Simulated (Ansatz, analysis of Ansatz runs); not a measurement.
# Migration in MgB2C2 (Pnnm): Li_i hop between interstitial places, charge +1, part 3 of 3

How high is the barrier when Li changes place in MgB2C2 (Pnnm)? The case: Li_i hop between interstitial places, charge +1, in a cell of 60 host atoms with 1 Li put in.

Ansatz 0.2.0; plane-wave PAW DFT, PBEsol; nudged elastic band between two relaxed defect structures at fixed charge in a uniform background.

So far: Set-up; Relaxation of the start point, charge +1; Relaxation of the end point, charge +1; Nudged elastic band, charge +1.

## 4. Nudged elastic band, charge +1 (continued)

The path, image by image:

| image | path (Å) | energy (eV) | Li61: x, y, z (Å) |
| --- | --- | --- | --- |
| 0 | 0.000 | 0.0000 | 2.315, 7.167, 1.383 |
| 1 | 0.501 | 0.2020 | 2.316, 7.167, 1.791 |
| 2 | 1.001 | 0.6652 | 2.316, 7.167, 2.268 |
| 3 | 1.502 | 0.9180 | 2.317, 7.167, 2.765 |
| 4 | 2.003 | 0.6651 | 2.318, 7.168, 3.262 |
| 5 | 2.504 | 0.2019 | 2.318, 7.168, 3.739 |
| 6 | 3.005 | 0.0000 | 2.319, 7.167, 4.147 |

Read from the output:

```
free energy      : -32749.9176 eV
barrier forward  : 0.9180 eV
barrier backward : 0.9180 eV
end less start   : -5.33e-6 eV
hop length       : 2.764 Å
```

Track of the atom that was set to move:

| image | x (Å) | y (Å) | z (Å) | nearest neighbour | distance (Å) |
| --- | --- | --- | --- | --- | --- |
| 0 | 2.315 | 7.167 | 1.383 | C | 2.109 |
| 1 | 2.316 | 7.167 | 1.791 | B | 2.117 |
| 2 | 2.316 | 7.167 | 2.268 | B | 2.001 |
| 3 | 2.317 | 7.167 | 2.765 | B | 1.962 |
| 4 | 2.318 | 7.168 | 3.262 | B | 2.001 |
| 5 | 2.318 | 7.168 | 3.739 | B | 2.117 |
| 6 | 2.319 | 7.167 | 4.147 | C | 2.108 |

The band met its tolerance of 0.05 eV/Å after 6 iterations, with image 3 on top (the start counts as 0). Li61, which moves farthest between the ends, has 2 C at 2.11 Å and 4 B at 2.27 Å nearest at the start and 2 B at 1.96 Å and 2 C at 2.20 Å at the top.

## 5. Single point at the start point, PBEsol, denser k-mesh

Three single points on a mesh of more k-points (start, top, end) test the sampling. The start is shown; top and end are run alike.

This step: plane-wave PAW DFT, PBEsol; single point of a defect supercell on a structure of the PBEsol path.

Contents of qp1.start.mesh/input.yaml:

```yaml
crystal:
  lattice:
    - [4.61704896, 7.1710112, 0.0]
    - [-4.61704896, 7.1710112, 0.0]
    - [0.0, 0.0, 8.29768848]
  atoms:
    - { symbol: Mg, position: [-0.0072472, 0.50253176, 0.16668318] }
    - { symbol: Mg, position: [0.50812822, -0.00450421, 0.16668067] }
[... 3 atom lines left out ...]
    - { symbol: B, position: [0.80899494, 0.93454114, 0.16668391] }
[... 6 atom lines left out ...]
    - { symbol: C, position: [0.0111848, 0.21049192, 0.16668702] }
[... 1 atom line left out ...]
    - { symbol: C, position: [0.48969888, 0.2875315, 0.16668374] }
[... 7 atom lines left out ...]
    - { symbol: Mg, position: [0.02303725, -0.01408666, 0.33563793] }
    - { symbol: Mg, position: [0.47782604, 0.51213188, 0.33564298] }
[... 5 atom lines left out ...]
    - { symbol: B, position: [0.93432828, 0.29814111, 0.33531489] }
[... 1 atom line left out ...]
    - { symbol: B, position: [0.56655246, 0.19988424, 0.33531139] }
    - { symbol: C, position: [0.01227177, 0.21302802, 0.50069307] }
[... 1 atom line left out ...]
    - { symbol: C, position: [0.48861207, 0.28499523, 0.50069255] }
[... 2 atom lines left out ...]
    - { symbol: C, position: [0.72062265, 0.01442083, 0.33281218] }
[... 1 atom line left out ...]
    - { symbol: C, position: [0.78026497, 0.4836036, 0.33281285] }
[... 20 atom lines left out ...]
    - { symbol: Li, position: [0.75042659, 0.24902733, 0.16664917] }
total_charge: 1
basis:
  ecutwfc: 420
  xc_grid: 2
hamiltonian:
  xc: pbesol
kpoints:
  mp_grid: { grid: [2, 2, 2], shift: [0.5, 0.5, 0.5] }
scf:
  occupations: { method: fixed }
  max_iter: 100
output:
  forces: true
  eigenvalues: true
checkpoint:
  write: "../qp1.start.mesh.run"
  compress: false
  write_wavefunctions: false
  write_every: 100000
```

On the command line:

```bash
ansatz run input.yaml --threads 4 --pin off --max-ram 7536MiB --backend cpu --events-out ev --progress --plain --runs-dir out
```

Numbers of over 12 decimals in the logs are rounded to 6 here.

Log:

```text
[...]
Crystal: 61 atoms, lattice volume = 549.455 Å³
Basis set: ecut = 420 eV, 10723 PW (Γ), exchange–correlation on 120×120×120 points (8 copies of the dense FFT grid, shifted against one another)
Bands: 206, of which v1, the nominal top of the filled ones, is band 145 counted from 1 (144 counted from 0)
Symmetry: 1 space group operations
[...]
k-points: 4 of 8 (time reversal used)
[...]
SCF iter   1: F=—  HF=-32750.140778 eV  |F-HF|=—  |Δ(HF+E_count)|=         —  Δρ=8.44e-3  dr2=3.34e-1  ethr=1.77e-3  ⟨swp⟩=5.0  Hψ=2890  notcnv=0  defer=224
[...]
SCF iter   8: F=-32750.022250 eV  HF=-32750.022250 eV  |F-HF|=6.74e-9  |Δ(HF+E_count)|=   5.41e-8  Δρ=1.51e-6  dr2=1.77e-8  ethr=3.45e-11  ⟨swp⟩=12.0  Hψ=3105  notcnv=0
SCF 1 converged in 8 iterations: F = -32750.022250 eV  dr2 = 1.77e-8
[...]
SCF converged after 8 iterations
Free energy (F): -32750.022250 eV
[...]
Internal energy: -32750.022250 eV  (E = F + TS)
E sigma→0 (E₀):  -32750.022250 eV
Fermi energy:    7.998810 eV
[...]
--- Forces (eV/Å), atoms counted from 1 ---
  atom   1  Mg     0.00467002    -0.01887070     0.00024408
  atom   2  Mg    -0.00451799     0.01909334     0.00028394
  [... 3 atoms left out ...]
  atom   6  B      0.27967201    -0.11812723    -0.00033554
  [... 6 atoms left out ...]
  atom  13  C      0.26216331     0.14113062    -0.00041487
  [... 1 atom left out ...]
  atom  15  C     -0.26275363    -0.14125585     0.00016400
  [... 7 atoms left out ...]
  atom  23  Mg    -0.01055236     0.00259857    -0.00003632
  [... 6 atoms left out ...]
  atom  30  B     -0.30257493    -0.15622163     0.01497446
  [... 1 atom left out ...]
  atom  32  B      0.30308107     0.15663012     0.01537453
  atom  33  C      0.27846447     0.12858860     0.00054057
  [... 4 atoms left out ...]
  atom  38  C     -0.30272301     0.10608877    -0.02390599
  [... 1 atom left out ...]
  atom  40  C      0.30204229    -0.10665531    -0.02387978
  [... 20 atoms left out ...]
  atom  61  Li     0.00085036     0.00053745     0.00061376
  max |Σ_I F_I| component: 8.55e-7 eV/Å
--- Band table (eV) ---
[...]
[... further k-points left out ...]
```

Elapsed: 19 s, on 4 threads of Arm Neoverse V1, shared host; peak memory 2.2 GiB; 74 s of CPU time.

Read from the output:

```
free energy : -32750.0222 eV
```

## 6. Barrier from single points, PBEsol, denser k-mesh

Analysis of the runs above: barrier from PBEsol single points on the PBEsol path.

It gives:

```yaml
barrier_forward: 0.9884 eV
barrier_backward: 0.9876 eV
end_less_start: 8.46e-4 eV
```

This gives 0.988 eV against the band's 0.918 eV (backward 0.988 against 0.918 eV), so the sampling matters here.

## 7. Outcome

```
barrier forward                                   : 0.92 eV
barrier backward                                  : 0.92 eV
end less start                                    : 0.00 eV
hop length                                        : 2.76 Å
band iterations, as the log counts them           : 6
barrier from single points, PBEsol, denser k-mesh : 0.99 eV
```

What this shows: The top of the band lies 0.92 eV above the start and 0.92 eV above the end, which are alike in energy and neighbours. On the mesh of more k-points the top lies 0.99 eV above the start and 0.99 eV above the end, so the band's own sampling is not converged. The order of the top as a saddle was not checked for all atoms, so a bent path could be lower. No image-charge correction is applied; it largely cancels along a path if the charge stays localised alike. Limits: sampling at the zone centre alone can move energies of charged and open-shell states by tenths of an eV or more in cells of this size; periodic copies of the defect are only 8.3 Å apart.

[Logs are printed without paths, hosts, clocks, repeated set-up lines and the standing remarks that a program may print on its own settings, such as how far it seeks lower states.]

[Hosts, paths, dates, database ids (printed as entryN), source tags and the programs' standing remarks are cut or masked in the printed files.]
